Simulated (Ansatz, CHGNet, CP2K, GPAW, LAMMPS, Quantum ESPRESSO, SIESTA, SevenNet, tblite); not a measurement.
# GPAW on liquid (Cs,Na,Li)Cl at 1200 K (74 atoms): settings against a plane-wave reference, part 2 of 2

Aim: run liquid (Cs,Na,Li)Cl at 1200 K (74 atoms) in GPAW and see how near its forces come to a plane-wave reference, and at what cost.

Program: GPAW 26.7.0; the method stands at each step. Banners, paths, timers and routine set-up lines are dropped from the logs unmarked, and long logs keep their key lines alone; longer cuts are marked.

So far. Step 3 (PBE, LCAO sz(dzp), h 0.2 Å): Against the first run (9.8 %), the force difference from the reference is 24 %, at 0.34 times the CPU time, with 407 basis functions against 1110: the smaller basis costs accuracy. Step 4 (LDA, LCAO dzp, h 0.2 Å): Against the first run (9.8 %), the force difference from the reference is 14 %, at 0.84 times the CPU time; the model has changed, so this is no error of the program alone.

## (5) PBE, LCAO dzp, h 0.2 Å, other mixer settings

Method: Kohn-Sham DFT, PBE, PAW, atomic orbitals (dzp).

run.py

```python
import numpy as np
from ase.io import read
from gpaw import GPAW, FermiDirac, Mixer

atoms = read("structure.xyz")
atoms.calc = GPAW(
    mode="lcao",
    basis="dzp",
    h=0.2,
    xc="PBE",
    kpts={"size": (1, 1, 1), "gamma": True},
    occupations=FermiDirac(0.05),
    mixer=Mixer(0.1, 5, 50),
    maxiter=200,
    symmetry={"point_group": False},
    txt="gpaw.txt",
)
energy = atoms.get_potential_energy(force_consistent=True)
forces = atoms.get_forces()
print(f"energy {energy:.6f} eV")
print("forces (eV/A)")
for i, (a, f) in enumerate(zip(atoms, forces)):
    print(f"{i:4d} {a.symbol:2s} {f[0]:10.5f} {f[1]:10.5f} {f[2]:10.5f}")
print(f"Fermi level {atoms.calc.get_fermi_level():.4f} eV")
for k in range(len(atoms.calc.get_ibz_k_points())):
    for s in range(atoms.calc.get_number_of_spins()):
        e = atoms.calc.get_eigenvalues(kpt=k, spin=s)
        n = np.searchsorted(e, atoms.calc.get_fermi_level())
        print(f"k {k} spin {s} levels about the Fermi level:", np.round(e[max(n - 6, 0):n], 4).tolist(), "|", np.round(e[n:n + 6], 4).tolist())
```

structure.xyz

```xyz
74
Lattice="13.94850 0.00000 0.00000 0.00000 13.94850 0.00000 0.00000 0.00000 13.94850" Properties=species:S:1:pos:R:3 pbc="T T T"
[... 74 atom lines left out: the same atoms as in the first run ...]
```

Started as:

```
OMP_NUM_THREADS=1 python run.py > output.txt
```

Log:

```text
energy -231.394551 eV
forces (eV/A)
   0 Cs   -0.03976   -0.01336   -1.86665
   1 Cs    1.29420   -1.22721    0.73444
   2 Cs    0.10264    0.21951   -0.40904
   3 Cs    0.00166   -0.32328    0.49609
   4 Cs   -0.32406   -0.02198    0.84275
   5 Cs    0.08916    0.10622    1.52054
[...]
71 Cl    0.03217    0.11661    0.03739
  72 Cl    0.50610    0.53916   -0.22672
  73 Cl    0.03122   -0.40167    0.03089
Fermi level 1.0124 eV
k 0 spin 0 levels about the Fermi level: [-0.4083, -0.368, -0.2979, -0.274, -0.2513, -0.2234] | [3.357, 4.0602, 4.1547, 4.3803, 4.5143, 4.5718]
```

gpaw.txt:

```text
Input parameters:
  mode=LCAO(),
  basis={'default': 'dzp'},
  h=0.2,
  kpts=MonkhorstPack(size=(1, 1, 1), gamma=True),
  maxiter=200,
[... lines left out ...]
  occupations=Occupations(name='fermi-dirac', width=0.05, fixmagmom=False),
[... lines left out ...]
  Fermi-Dirac:
[... lines left out ...]
convergence criteria:
- Maximum [total energy] change in last 3 cyles: 0.0005 eV / valence electron
[... lines left out ...]
Converged in 11 steps
[... lines left out ...]
  Free energy:    -231.394551
[... lines left out ...]
Fermi level: 1.012
[... lines left out ...]
|        ... |               |           |
|        276 |         6.526 |     0.000 |
Gap: 3.580 eV
Transition (v -> c):
  (s=0, k=0, n=226, [0.00, 0.00, 0.00]) -> (s=0, k=0, n=227, [0.00, 0.00, 0.00])
No difference between direct/indirect transitions
Force computation time: 73.821  # s
timing:  # [seconds]
  Total:  425.441  # ━━━━━━━━━━━━━━━━━━━━━━━━━━━━━━━━━━━━━━━━━━━━━━━━━━━━━━━━
  Init:    11.735  # ━╸
  SCF:    339.857  # ━━━━━━━━━━━━━━━━━━━━━━━━━━━━━━━━━━━━━━━━━━━━╸
  Forces:  73.821  # ━━━━━━━━━╸
```

It took 7.1 min on 1 thread of Arm Neoverse V2, shared host; peak memory 2.3 GiB.

Compared with the plane-wave run:

```yaml
r_m_s_force_component: 0.506 eV/Å
r_m_s_difference_of_force_components: 46.51 meV/Å
longest_difference_of_force_vectors: 200.8 meV/Å
force_difference_over_r_m_s_force: 9.837 %
slope_of_forces_against_the_reference_s: 1.068
correlation_of_force_components: 0.9978
spacing_of_highest_filled_and_lowest_empty_level: 3.58 eV
gap_difference: -0.0823 eV
energy_less_the_same_level_run_s: 0 meV/atom
r_m_s_force_difference_from_the_same_level_run: 2.582 meV/Å
```

Against the first run (9.8 %), the force difference from the reference is 9.8 %, at 1.1 times the CPU time: another solver or mixer reaches the same state.

## (6) Side by side

Differences are against the plane-wave reference, forces as r.m.s. over components; share is that over the reference's r.m.s. force, slope the least-squares factor from reference forces to these. Total energies of different programs have different zeros and aren't compared.

```tsv
run	Δ force, r.m.s. (meV/Å)	share (%)	slope	Δ gap (eV)	cores	CPU time	memory (GiB)
reference	-	-	-	-	8	1.7 min	2.9
GPAW PBE, LCAO dzp, h 0.2 Å	46.1	9.76	1.065	-0.0818	1	6.4 min	2.5
GPAW PBE, LCAO sz(dzp), h 0.2 Å (coarse)	111	23.6	1.049	-0.541	1	2.2 min	1.9
GPAW LDA, LCAO dzp, h 0.2 Å	64.9	13.7	0.941	-0.352	1	5.4 min	2.5
GPAW PBE, LCAO dzp, h 0.2 Å, other mixer settings	46.5	9.84	1.068	-0.0823	1	7.1 min	2.3
```

Rows marked coarse were listed beforehand as settings not expected to be converged; some can still land near the reference.

CPU time is summed over cores on a shared host, where runs went side by side, so it is rough. Symmetry, cutoffs, thresholds, outputs and thread counts weren't matched or tuned between programs; memory under MPI is the largest rank's times the ranks.

Within one program, basis, potentials and functional, energies share a zero. Each run against its twin at the usual cutoff or grid and solver:

```tsv
run	twin	Δ energy (meV/atom)	Δ force, r.m.s. (meV/Å)	CPU time over the twin's
GPAW PBE, LCAO dzp, h 0.2 Å, other mixer settings	LCAO dzp, h 0.2 Å	0	2.58	1.1
```

## (7) What came out

| Quantity | Value |
| --- | --- |
| nearest in forces | a tie at 9.8 % of 2 runs: GPAW PBE, LCAO dzp, h 0.2 Å; GPAW PBE, LCAO dzp, h 0.2 Å, other mixer settings |

The PBE runs in local orbitals, coarse settings apart, differ by 9.8 % in each run; basis, grid and potentials can all enter. Rows with another functional or a dispersion term differ by 14 % (GPAW LDA, LCAO dzp, h 0.2 Å), which mixes the change of model with differences of basis and potentials. Runs with settings chosen to be coarse differ by 24 % (GPAW PBE, LCAO sz(dzp), h 0.2 Å), their programs' other errors included. None of the electronic-structure runs in the table takes under half the reference's CPU time of 1.7 min; they take 1.2 to 4.1 times as much. At the same functional, gaps differ from the reference's 3.66 eV by between -0.54 and -0.08 eV. The potentials hold different valence shells: 496 electrons in the reference, 454 in GPAW; this bears on time and differences. The frame stands for 1200 K, but pressures are static and levels are smeared at 580 K. The network of bonds at the start is that of the classical potential that made the cell, and needn't be the one that DFT or experiment would give. The ion parameters were fitted for water, not for melts, so the starting structure of this cell may lie well off the real melt's. The electronic-structure runs sample only Γ, in a cell whose shortest periodic width is 14 Å. Spin–orbit coupling is left out, which matters for the levels of the heavy elements.

[Also dropped from logs without a mark: logging warnings of Python, and SIESTA's first energy breakdown and zero terms.]

[Logs are printed without paths, hosts, clocks, repeated set-up lines and the standing remarks that a program may print on its own settings, such as how far it seeks lower states.]

[Hosts, paths, dates, database ids (printed as entryN), source tags and the programs' standing remarks are cut or masked in the printed files.]
